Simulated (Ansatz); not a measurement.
# Phonons of ZnS (F-43m) against volume

Aim: how do the optical modes of ZnS (F-43m) move with volume?

Calculated with Ansatz 0.2.0; DFT PBE, scalar-relativistic, plane waves, PAW; PAW set soft_1.

The database entry behind the starting cell differs from later determinations by our own check (about 0.1 % short), so it need not match the best structure at ambient conditions.

### Step 1. The structure

It takes space group F-43m (No. 216, cubic). Conventional cell: a = 5.404 Å, b = 5.404 Å, c = 5.404 Å, α = 90.00°, β = 90.00°, γ = 90.00°. S has 4 Zn at 2.34 Å nearest. Zn has 4 S at 2.34 Å nearest. Farther neighbours and most contacts between anions are not listed.

### Step 2. Relaxation

The cell and atoms are relaxed, since residual forces and stress would shift the frequencies.

File input.yaml:

```yaml
crystal:
  lattice:
    - [0.0, 2.702, 2.702]
    - [2.702, 0.0, 2.702]
    - [2.702, 2.702, 0.0]
  atoms:
    - { symbol: S, position: [0.0, 0.0, 0.0] }
    - { symbol: Zn, position: [0.75, 0.75, 0.75] }
kpoints:
  mp_grid: { grid: [10, 10, 10] }
hamiltonian:
  xc: pbe
  pseudopotentials: { kind: paw, azcp: { folder: soft_1 } }
scf:
  occupations: { method: gaussian, width: 0.02 }
output:
  forces: true
  stress: true
  eigenvalues: true
  write_density: true
  write_potential: true
  elf: true
  volumetric_format: npy
relax:
  adjacent_minimum: "off"
  f_tol: 0.005
  max_steps: 80
  cell: { stress_tol: 0.05 }
```

On the command line:

```sh
ansatz run input.yaml --threads 4 --pin off --max-ram 10240MiB --backend cpu --events-out ev --progress --plain --runs-dir out
```

Numbers of over 12 decimals in the logs are rounded to 6 here.

Output:

```text
Engine: ansatz 0.2.0, aarch64-unknown-linux-gnu
Pseudopotentials: kind: paw
Pseudopotential: S, paw, valence charge 6, recommended cutoff 420 eV (normal), soft_1/S.paw.azcp
Pseudopotential: Zn, paw, valence charge 12, recommended cutoff 420 eV (normal), soft_1/Zn.paw.azcp
Functional definition: PBE
  parameter kappa = 0.804
  parameter beta = 0.066725
  exchange = pbe_x(kappa = kappa, mu = beta*pi^2/3)
  correlation = pbe_c(beta = beta)
Crystal: 2 atoms, lattice volume = 39.454 Å³
Basis set: ecut = 420 eV, 749 PW (Γ), exchange–correlation on 54×54×54 points (8 copies of the dense FFT grid, shifted against one another)
Bands: 13, of which v1, the nominal top of the filled ones, is band 9 counted from 1 (8 counted from 0)
Symmetry: 24 space group operations
Space group: F-43m (ITA 216), of the structure as read, at distance tolerance 3.4e-5 Å
k-points: 47 of 1000 (time reversal used)
Non-local potential: S, projectors of the file, l = 0: 2, l = 1: 2, l = 2: 1
Non-local potential: Zn, projectors of the file, l = 0: 2, l = 1: 2, l = 2: 3, l = 3: 1
PAW form: soft (Blöchl's): semilocal exchange-correlation on the pseudo side does not see the compensation charge
PAW one-centre angular grid: S, 110 points (default); XC on 64 Gauss nodes
PAW one-centre angular grid: Zn, 590 points (default); XC on 64 Gauss nodes
Initial density: superposition of atomic densities (chi_scale 0.1, normalization cell, long waves kept (reshape's long-wave potential 0.00 eV rms))
Initial wavefunctions: pseudopotential atomic-orbital guess
Functional: x = pbe(κ = 0.804, μ = 0.219515), c = pbe(β = 0.066725)
SCF iter   1: F=—  HF=-4222.825618 eV  |F-HF|=—  |Δ(HF+E_count)|=         —  Δρ=4.13e-2  dr2=4.11e-1  ethr=3.10e-3  ⟨swp⟩=6.6  Hψ=4502  notcnv=0
preconditioner: auto → none  [insulator: Δε(μ)=2.308 eV  Ē_g=12.551 eV  σ=0.020 eV  W_gap=1.00  n_scr=14 (ndim 8)  ℏωp=25.1 eV  f_vac=0.000  D(μ)=0.00/eV (n_scr^D=0)  ε∞_Penn≈5.0]
SCF iter   2: F=—  HF=-4222.742907 eV  |F-HF|=—  |Δ(HF+E_count)|=   8.27e-2  Δρ=1.44e-2  dr2=4.56e-2  ethr=2.28e-3  ⟨swp⟩=2.0  Hψ=1550  notcnv=0
SCF iter   3: F=—  HF=-4222.735352 eV  |F-HF|=—  |Δ(HF+E_count)|=   7.56e-3  Δρ=1.05e-2  dr2=2.12e-2  ethr=2.53e-4  ⟨swp⟩=2.0  Hψ=1177  notcnv=0
SCF iter   4: F=—  HF=-4222.731844 eV  |F-HF|=—  |Δ(HF+E_count)|=   3.51e-3  Δρ=2.45e-3  dr2=1.69e-3  ethr=1.18e-4  ⟨swp⟩=2.0  Hψ=1551  notcnv=0
SCF iter   5: F=—  HF=-4222.731794 eV  |F-HF|=—  |Δ(HF+E_count)|=   4.96e-5  Δρ=6.35e-4  dr2=9.03e-5  ethr=9.39e-6  ⟨swp⟩=2.3  Hψ=1119  notcnv=0
SCF iter   6: F=—  HF=-4222.731832 eV  |F-HF|=—  |Δ(HF+E_count)|=   3.76e-5  Δρ=9.53e-5  dr2=1.61e-6  ethr=5.01e-7  ⟨swp⟩=2.7  Hψ=1063  notcnv=0
SCF iter   7: F=-4222.731832 eV  HF=-4222.731832 eV  |F-HF|=2.85e-8  |Δ(HF+E_count)|=   3.08e-7  Δρ=1.07e-5  dr2=2.98e-8  ethr=5.56e-10  ⟨swp⟩=8.9  Hψ=5369  notcnv=0
SCF 1 converged in 7 iterations: F = -4222.731832 eV  dr2 = 2.98e-8
  greatest PAW one-centre occupation: 0.983 electrons in one spin orbital (limit 2), on the Zn atom at site 1 (counted from 0), in its partial waves of l = 2
relax step   1: F+E_penalty+E_count = -4222.73183232 eV  Δ(F+E_penalty+E_count) = +0.000e0 eV  max|allowed force component| = 1.850e-16 eV/Å  Δτ_max = 0.0000 Å  P = +1.602 GPa  Ω = 39.454 Å³  (7 SCF iters, dr2 threshold 1.00e-7 eV, accepted)
Crystal: 2 atoms, lattice volume = 39.945 Å³
Initial density: handed on by an earlier stage of this run
Initial wavefunctions: those handed on with the density
iter 1 solved again at ethr=9.39e-7 eV; its pass at ethr=3.10e-3 eV (dr2=1.69e-4 eV) is discarded
SCF iter   1: F=—  HF=-4222.735092 eV  |F-HF|=—  |Δ(HF+E_count)|=         —  Δρ=4.80e-4  dr2=1.02e-4  ethr=9.39e-7  ⟨swp⟩=3.4  Hψ=5120  notcnv=0
preconditioner: auto → none  [insulator: Δε(μ)=2.052 eV  Ē_g=12.142 eV  σ=0.020 eV  W_gap=1.00  n_scr=14 (ndim 8)  ℏωp=24.9 eV  f_vac=0.027  D(μ)=0.00/eV (n_scr^D=0)  ε∞_Penn≈5.2]
SCF iter   2: F=—  HF=-4222.735077 eV  |F-HF|=—  |Δ(HF+E_count)|=   1.56e-5  Δρ=2.03e-4  dr2=1.83e-5  ethr=5.65e-7  ⟨swp⟩=2.8  Hψ=1009  notcnv=0
SCF iter   3: F=—  HF=-4222.735077 eV  |F-HF|=—  |Δ(HF+E_count)|=   3.79e-7  Δρ=1.57e-4  dr2=5.25e-6  ethr=1.01e-7  ⟨swp⟩=2.0  Hψ=986  notcnv=0
SCF iter   4: F=-4222.735077 eV  HF=-4222.735077 eV  |F-HF|=3.34e-8  |Δ(HF+E_count)|=   4.58e-7  Δρ=2.48e-5  dr2=1.93e-7  ethr=1.11e-9  ⟨swp⟩=8.5  Hψ=4762  notcnv=0
SCF 2 converged in 4 iterations: F = -4222.735077 eV  dr2 = 1.93e-7
relax step   2: F+E_penalty+E_count = -4222.73507662 eV  Δ(F+E_penalty+E_count) = -3.244e-3 eV  max|allowed force component| = 6.014e-17 eV/Å  Δτ_max = 0.0000 Å  P = +0.679 GPa  Ω = 39.945 Å³  energy of the carried Pulay correction = -2.358e-4 eV  (4 SCF iters, dr2 threshold 2.00e-7 eV, accepted)
Crystal: 2 atoms, lattice volume = 40.314 Å³
iter 1 solved again at ethr=5.32e-7 eV; its pass at ethr=3.10e-3 eV (dr2=9.57e-5 eV) is discarded
SCF iter   1: F=—  HF=-4222.735716 eV  |F-HF|=—  |Δ(HF+E_count)|=         —  Δρ=3.48e-4  dr2=5.82e-5  ethr=5.32e-7  ⟨swp⟩=3.3  Hψ=5070  notcnv=0
preconditioner: auto → none  [insulator: Δε(μ)=2.012 eV  Ē_g=12.098 eV  σ=0.020 eV  W_gap=1.00  n_scr=14 (ndim 8)  ℏωp=24.8 eV  f_vac=0.028  D(μ)=0.00/eV (n_scr^D=0)  ε∞_Penn≈5.2]
SCF iter   2: F=—  HF=-4222.735708 eV  |F-HF|=—  |Δ(HF+E_count)|=   7.54e-6  Δρ=1.45e-4  dr2=9.40e-6  ethr=3.24e-7  ⟨swp⟩=2.8  Hψ=992  notcnv=0
SCF iter   3: F=—  HF=-4222.735710 eV  |F-HF|=—  |Δ(HF+E_count)|=   1.60e-6  Δρ=1.18e-4  dr2=3.20e-6  ethr=5.22e-8  ⟨swp⟩=2.0  Hψ=987  notcnv=0
SCF iter   4: F=-4222.735710 eV  HF=-4222.735710 eV  |F-HF|=5.82e-8  |Δ(HF+E_count)|=   4.08e-7  Δρ=2.20e-5  dr2=1.37e-7  ethr=1.11e-9  ⟨swp⟩=7.5  Hψ=4389  notcnv=0
SCF 3 converged in 4 iterations: F = -4222.735710 eV  dr2 = 1.37e-7
  greatest PAW one-centre occupation: 0.984 electrons in one spin orbital (limit 2), on the Zn atom at site 1 (counted from 0), in its partial waves of l = 2
relax step   3: F+E_penalty+E_count = -4222.73570950 eV  Δ(F+E_penalty+E_count) = -6.329e-4 eV  max|allowed force component| = 6.939e-17 eV/Å  Δτ_max = 0.0000 Å  P = +0.026 GPa  Ω = 40.314 Å³  energy of the carried Pulay correction = -4.098e-4 eV  (4 SCF iters, dr2 threshold 2.00e-7 eV, accepted)
Initial wavefunctions: pseudopotential atomic-orbital guess (no wavefunctions were taken with the density)
iter 1 solved again at ethr=2.92e-7 eV; its pass at ethr=3.10e-3 eV (dr2=5.25e-5 eV) is discarded
SCF iter   1: F=—  HF=-4222.735793 eV  |F-HF|=—  |Δ(HF+E_count)|=         —  Δρ=1.71e-4  dr2=5.55e-7  ethr=2.92e-7  ⟨swp⟩=3.2  Hψ=6361  notcnv=0
preconditioner: auto → none  [insulator: Δε(μ)=2.013 eV  Ē_g=12.097 eV  σ=0.020 eV  W_gap=1.00  n_scr=14 (ndim 8)  ℏωp=24.8 eV  f_vac=0.027  D(μ)=0.00/eV (n_scr^D=0)  ε∞_Penn≈5.2]
SCF iter   2: F=—  HF=-4222.736038 eV  |F-HF|=—  |Δ(HF+E_count)|=   2.45e-4  Δρ=1.23e-4  dr2=1.59e-6  ethr=3.08e-9  ⟨swp⟩=2.1  Hψ=1043  notcnv=0
SCF iter   3: F=—  HF=-4222.736107 eV  |F-HF|=—  |Δ(HF+E_count)|=   6.96e-5  Δρ=4.04e-5  dr2=2.52e-7  ethr=3.08e-9  ⟨swp⟩=2.0  Hψ=992  notcnv=0
SCF iter   4: F=—  HF=-4222.736118 eV  |F-HF|=—  |Δ(HF+E_count)|=   1.08e-5  Δρ=4.91e-6  dr2=2.75e-9  ethr=1.40e-9  ⟨swp⟩=2.0  Hψ=987  notcnv=0
SCF iter   5: F=—  HF=-4222.736118 eV  |F-HF|=—  |Δ(HF+E_count)|=   1.37e-7  Δρ=6.56e-7  dr2=8.64e-11  ethr=1.53e-11  ⟨swp⟩=2.3  Hψ=1007  notcnv=0
SCF iter   6: F=-4222.736118 eV  HF=-4222.736118 eV  |F-HF|=7.64e-11  |Δ(HF+E_count)|=   1.58e-9  Δρ=1.38e-7  dr2=5.80e-12  ethr=1.00e-12  ⟨swp⟩=6.7  Hψ=2958  notcnv=0
SCF 4 converged in 6 iterations: F = -4222.736118 eV  dr2 = 5.80e-12
relax step   4: F+E_penalty+E_count = -4222.73611822 eV  Δ(F+E_penalty+E_count) = -4.087e-4 eV  max|allowed force component| = 8.789e-17 eV/Å  Δτ_max = 0.0000 Å  P = +0.026 GPa  Ω = 40.314 Å³  stress off target by 2.62e-2 GPa  SCF on the basis re-selected at this cell (its energy is not comparable with the rows above)  (6 SCF iters)
basis re-selected at this cell: Δ(F+E_penalty+E_count) = -4.087e-4 eV, ΔP = +0.000 GPa vs the last step (what re-selecting the basis moved, of the pressure what is left beyond the Pulay correction that the steps carried, after the strain that the cell walked since its last selection, with what the two solves' SCF thresholds leave and, on support functions, any second-order correction that the steps lacked; it is no m [...]
SCF converged after 6 iterations
Free energy (F): -4222.736118 eV
Harris-Foulkes:  -4222.736118 eV  (|F-HF|=7.64e-11)
Internal energy: -4222.736118 eV  (E = F + TS)
E sigma→0 (E₀):  -4222.736118 eV
Fermi energy:    6.500686 eV
--- Per-component energies (eV) ---
  E_band       = 1.082225
  E_kinetic    = 252.608117
  E_local      = -2281.413986  (includes V_loc(G=0)·N_el)
  E_nonlocal   = 854.871138
  E_hartree    = 869.247165
  E_xc         = -167.104261
  E_vxc        = -133.394453  (∫ρ·V_xc dr)
  E_paw        = -2506.541184  (= ΣΔE_a)
  E_vpaw       = -430.082672  (= ΣTr[D̂ρ^β])
  E_aug_tail   = -0.000270  (compensation charges beyond the density's cutoff)
  E_ewald      = -1244.402838
  E_smearing   = -0.000000  (= −TS)
  E_closure    = 0.000000  (closes the sum)
  Σ components = -4222.736118   (vs F -4222.736118, Δ=0.00e0)
--- Forces (eV/Å), atoms counted from 1 ---
  atom   1  S     -0.00000000     0.00000000     0.00000000
  atom   2  Zn     0.00000000    -0.00000000    -0.00000000
  max |Σ_I F_I| component: 3.70e-17 eV/Å
--- Stress (GPa, compression-positive) ---
        0.026165      -0.000000      -0.000000
       -0.000000       0.026165       0.000000
       -0.000000       0.000000       0.026165
  P = ⅓ Tr σ = 0.0262 GPa (0.262 kbar)
--- Band table (eV; the first three rows and the last of 47) ---
  k-point 0: bands = [... 5 lower, -0.2870, 5.4943, 5.4943, 5.4943, 7.5069, 11.8780, 11.8780, 11.8780]
  k-point 1: bands = [... 5 lower, -0.2883, 4.7120, 5.4007, 5.4007, 8.1198, 11.7806, 12.0427, 12.0427]
  k-point 2: bands = [... 5 lower, -0.2882, 3.3822, 5.1731, 5.1731, 8.7842, 11.9798, 12.3731, 12.3731]
  k-point 46: bands = [... 5 lower, 0.0759, 1.0075, 2.8931, 2.9075, 10.8052, 11.1361, 13.7836, 14.0189]
--- Relaxed structure (3 steps of the walk, 3 accepted, 1 SCFs on fresh bases) ---
  F+E_penalty+E_count = -4222.73611822 eV   max|allowed force component| = 8.789e-17 eV/Å   (the final SCF, on the basis selected at the relaxed cell)
  cell:  # Å, volume = 40.3135 Å³
    - [0, 2.721491, 2.721491]
    - [2.721491, 0, 2.721491]
    - [2.721491, 2.721491, 0]
  atoms:
    - { symbol: S, position: [0, 0, 0] }
    - { symbol: Zn, position: [0.75, 0.75, 0.75] }
```

It took 4 s on 4 threads of Arm Neoverse V1, shared host; peak memory 0.34 GiB.

Relaxation path:

```
step  energy less that of the first step (eV)  largest force component (eV/Å)  pressure (GPa)  volume (Å³)
   1                                   0.0000                          0.0000            1.60        39.45
   2                                  -0.0032                          0.0000            0.68        39.94
   3                                  -0.0039                          0.0000            0.03        40.31
  4*                                  -0.0043                          0.0000            0.03        40.31
```

Relaxation steps marked * repeat the geometry before them on a plane-wave basis chosen anew for their cell, so energy and pressure can jump there.

The run keeps the 24 symmetry operations that it works with, so distortions that break them were not tested.

```
conventional cell, symmetrised  before  after  change
                         a (Å)   5.404  5.443  +0.7 %
                         b (Å)   5.404  5.443  +0.7 %
                         c (Å)   5.404  5.443  +0.7 %
              volume (Å³/atom)   19.73  20.16  +2.2 %
```

The relaxed structure:

```xyz
2
Lattice="0.0000 2.7215 2.7215 2.7215 0.0000 2.7215 2.7215 2.7215 0.0000" Properties=species:S:1:pos:R:3 pbc="T T T"
S     0.0000    0.0000    0.0000
Zn    4.0822    4.0822    4.0822
```

This step gave:

- pressure: 0.02617 GPa
- gap on the k-mesh: 2.013 eV
- volume per atom: 20.16 Å³

Valence density in the ac plane of a cell with a along [110], b along [-110] and c along [001] of the cube at fractional y = 0.000, with atoms of S and Zn within 0.2 Å of it. It is the smooth field of the valence electrons, not physical close to the nuclei.

Values in e/Å³, 8 rows by 16 columns, each cell a mean:
```
 1  1  0  0  0  0  1  1  1  1  0  0  0  0  1  1
 0  0  0  0  0  0  0  0  0  0  0  0  0  0  0  0
 0  0  0  0  0  0  0  0  0  0  0  0  0  0  0  0
 0  0  0  0  0  0  0  0  0  0  0  0  0  0  0  0
 0  0  0  0  1  0  0  0  0  0  0  0  1  0  0  0
 0  0  1 10 16  2  0  0  0  0  1 10 16  2  0  0
 1  0  1  6 10  1  0  1  1  0  1  6 10  1  0  1
 1  1  0  0  0  0  1  1  1  1  0  0  0  0  1  1
```
Columns run along a (7.7 Å), rows up along c (5.4 Å), edges of the conventional cell, whose origin can differ from the input's. Atoms in or near the plane, at fractional coordinates: S at (0.50, 0.00), S at (0.00, 0.00), Zn at (0.75, 0.25), Zn at (0.25, 0.25).

ELF in the ac plane of a cell with a along [110], b along [-110] and c along [001] of the cube at fractional y = 0.000, with atoms of S and Zn within 0.2 Å of it. It is the smooth field of the valence electrons, not physical close to the nuclei.

Ten even steps from '0' (0.00) to '9' (0.86), each cell a mean:
```
269721279624884115883
898510158988873003788
875200025888741001478
542000002454310000134
100000000011000000001
000000000000000000000
000011100000001111000
001111110000011111100
001111111000111111110
221100011222210001122
652100012576410000246
995200026999831001389
699411149967972112797
169721379602994125982
```
Columns run along a (7.7 Å), rows up along c (5.4 Å), edges of the conventional cell, whose origin can differ from the input's. Atoms in or near the plane, at fractional coordinates: S at (0.50, 0.00), S at (0.00, 0.00), Zn at (0.75, 0.25), Zn at (0.25, 0.25).

Electrostatic potential energy in the ac plane of a cell with a along [110], b along [-110] and c along [001] of the cube at fractional y = 0.000, with atoms of S and Zn within 0.2 Å of it. With pseudopotentials it is smooth inside the atoms' cores, unlike the true potential.

Ten even steps from '_' (-54 eV) to '@' (11 eV), each cell a mean:
```
----##@@@@@@@@@@##------++%%@@@@@@@@%%==--
==**%%@@@@@@@@@@%%**==++##@@@@@@@@@@@@##++
%%@@@@@@@@@@@@@@@@@@%%%%@@@@@@@@@@@@@@@@%%
@@@@@@@@@@@@@@@@@@@@@@@@@@@@@@@@@@@@@@@@@@
@@@@@@@@@@@@@@@@@@@@@@@@@@@@@@@@@@@@@@@@@@
@@@@@@@@@@@@@@@@@@@@@@@@@@@@@@@@@@@@@@@@@@
@@@@@@@@@@@@@@@@@@@@@@@@@@@@@@@@@@@@@@@@@@
@@@@@@@@@@%%@@@@@@@@@@@@@@@@@@%%%%@@@@@@@@
@@@@@@%%++==++%%@@@@@@@@@@@@**====##@@@@@@
@@@@@@++..__..++@@@@@@@@@@##--____--##@@@@
@@@@%%==______++%%@@@@@@@@##::____::##@@@@
##%%%%**::..::**%%%%####%%%%==....==%%%%##
--==%%%%##**##%%##==----**%%%%****%%%%**--
==--**@@@@@@@@@@**--==--==%%@@@@@@@@%%==--
```
Columns run along a (7.7 Å; values clipped at the 3rd and 97th percentile), rows up along c (5.4 Å), edges of the conventional cell, whose origin can differ from the input's. Atoms in or near the plane, at fractional coordinates: S at (0.50, 0.00), S at (0.00, 0.00), Zn at (0.75, 0.25), Zn at (0.25, 0.25).

In this step the volume went from 19.73 to 20.16 Å³/atom.

### Step 3. Tight relaxation

Phonons need small forces and stress, so the relaxation is finished with tight tolerances on 12×12×12 k points.

input.yaml, the sections that differ from step 2:

```yaml
crystal:
  lattice:
    - [0.0, 2.7214907807, 2.7214907807]
    - [2.7214907807, 0.0, 2.7214907807]
    - [2.7214907807, 2.7214907807, 0.0]
  atoms:
    - { symbol: S, position: [0.0, 0.0, 0.0] }
    - { symbol: Zn, position: [0.75, 0.75, 0.75] }
kpoints:
  mp_grid: { grid: [12, 12, 12] }
scf:
  occupations: { method: fixed }
relax:
  adjacent_minimum: "off"
  f_tol: 0.001
  max_steps: 60
  cell: { stress_tol: 0.01 }
# hamiltonian, output: as in step 2
```

Output:

```text
[...]
Crystal: 2 atoms, lattice volume = 40.314 Å³
Basis set: ecut = 420 eV, 749 PW (Γ), exchange–correlation on 54×54×54 points (8 copies of the dense FFT grid, shifted against one another)
Bands: 13, of which v1, the nominal top of the filled ones, is band 9 counted from 1 (8 counted from 0)
Symmetry: 24 space group operations
[...]
k-points: 72 of 1728 (time reversal used)
[...]
k-point 71: bands = [... 5 lower, 0.0878, 1.0030, 2.8453, 2.8605, 11.1864, 11.4080, 13.2933, 13.6945]
--- Relaxed structure (3 steps of the walk, 3 accepted, 1 SCFs on fresh bases) ---
[...]
cell:  # Å, volume = 40.3286 Å³
    - [0, 2.721831, 2.721831]
    - [2.721831, 0, 2.721831]
    - [2.721831, 2.721831, 0]
  atoms:
    - { symbol: S, position: [0, 0, 0] }
    - { symbol: Zn, position: [0.750000, 0.750000, 0.750000] }
[key lines of the parts left out:]
SCF converged after 6 iterations
Free energy (F): -4222.736156 eV
Fermi energy:    5.489459 eV
P = ⅓ Tr σ = 0.0001 GPa (0.001 kbar)
```

The job ended after 5.6 s (4 threads; peak memory 0.36 GiB; 21 s of CPU time).

Little changed from the start: no atom moved by 0.005 Å and no cell edge by 0.1 %.

Numbers from this step:

| Quantity | Value |
| --- | --- |
| pressure | 6.42e-5 GPa |
| gap on the k-mesh | 2.011 eV |

Valence density in the ac plane of a cell with a along [110], b along [-110] and c along [001] of the cube at fractional y = 0.000, with atoms of S and Zn within 0.2 Å of it. It is the smooth field of the valence electrons, not physical close to the nuclei.

Ten steps, logarithmic in the rise over the least value, from '0' (0 e/Å³) to '9' (33 e/Å³), each cell a mean:
```
222100012222210000122
221000001222210000122
110000000111100000011
000000000000000000000
000000000000000000000
000000000000000000000
000000000000000000000
000001000000000110000
000123210000001331000
000268620000014874100
111379731111115995111
221246421222113663112
332112112333221221223
132100012312321001232
```
Columns run along a (7.7 Å), rows up along c (5.4 Å), edges of the conventional cell, whose origin can differ from the input's. Atoms in or near the plane, at fractional coordinates: S at (0.50, 0.00), S at (0.00, 0.00), Zn at (0.75, 0.25), Zn at (0.25, 0.25).

Electrostatic potential energy in the ac plane of a cell with a along [110], b along [-110] and c along [001] of the cube at fractional y = 0.000, with atoms of S and Zn within 0.2 Å of it. With pseudopotentials it is smooth inside the atoms' cores, unlike the true potential.

Ten even steps from '_' (-54 eV) to '@' (11 eV), each cell a mean:
```
----##@@@@@@@@@@##------++%%@@@@@@@@%%==--
==**%%@@@@@@@@@@%%**==++##@@@@@@@@@@@@##++
%%@@@@@@@@@@@@@@@@@@%%%%@@@@@@@@@@@@@@@@%%
@@@@@@@@@@@@@@@@@@@@@@@@@@@@@@@@@@@@@@@@@@
@@@@@@@@@@@@@@@@@@@@@@@@@@@@@@@@@@@@@@@@@@
@@@@@@@@@@@@@@@@@@@@@@@@@@@@@@@@@@@@@@@@@@
@@@@@@@@@@@@@@@@@@@@@@@@@@@@@@@@@@@@@@@@@@
@@@@@@@@@@%%@@@@@@@@@@@@@@@@@@%%%%@@@@@@@@
@@@@@@%%++==++%%@@@@@@@@@@@@**====##@@@@@@
@@@@@@++..__..++@@@@@@@@@@##--____--##@@@@
@@@@%%==______++%%@@@@@@@@##::____::##@@@@
##%%%%**::..::**%%%%####%%%%==....==%%%%##
--==%%%%##**##%%##==----**%%%%****%%%%**--
==--**@@@@@@@@@@**--==--==%%@@@@@@@@%%==--
```
Columns run along a (7.7 Å; values clipped at the 3rd and 97th percentile), rows up along c (5.4 Å), edges of the conventional cell, whose origin can differ from the input's. Atoms in or near the plane, at fractional coordinates: S at (0.50, 0.00), S at (0.00, 0.00), Zn at (0.75, 0.25), Zn at (0.25, 0.25).

ELF in the ac plane of a cell with a along [110], b along [-110] and c along [001] of the cube at fractional y = 0.000, with atoms of S and Zn within 0.2 Å of it. It is the smooth field of the valence electrons, not physical close to the nuclei.

Ten even steps from '0' (0.00) to '9' (0.86), each cell a mean:
```
269721279624884115883
898510158988873003788
875200025888741001478
542000002454310000134
100000000011000000001
000000000000000000000
000011100000001111000
001111110000011111100
001111111000111111110
221100011222210001122
652100012576410000246
995200026999831001389
699411149967972112797
169721379602994125982
```
Columns run along a (7.7 Å), rows up along c (5.4 Å), edges of the conventional cell, whose origin can differ from the input's. Atoms in or near the plane, at fractional coordinates: S at (0.50, 0.00), S at (0.00, 0.00), Zn at (0.75, 0.25), Zn at (0.25, 0.25).

The forces vanish by symmetry and the pressure is 0.000 GPa, within the tolerances set. The cell now holds 20.16 Å³/atom.

[end of part 1 of 3]

[Logs are printed without paths, hosts, clocks, repeated set-up lines and the standing remarks that a program may print on its own settings, such as how far it seeks lower states.]

[Hosts, paths, dates, database ids (printed as entryN), source tags and the programs' standing remarks are cut or masked in the printed files.]
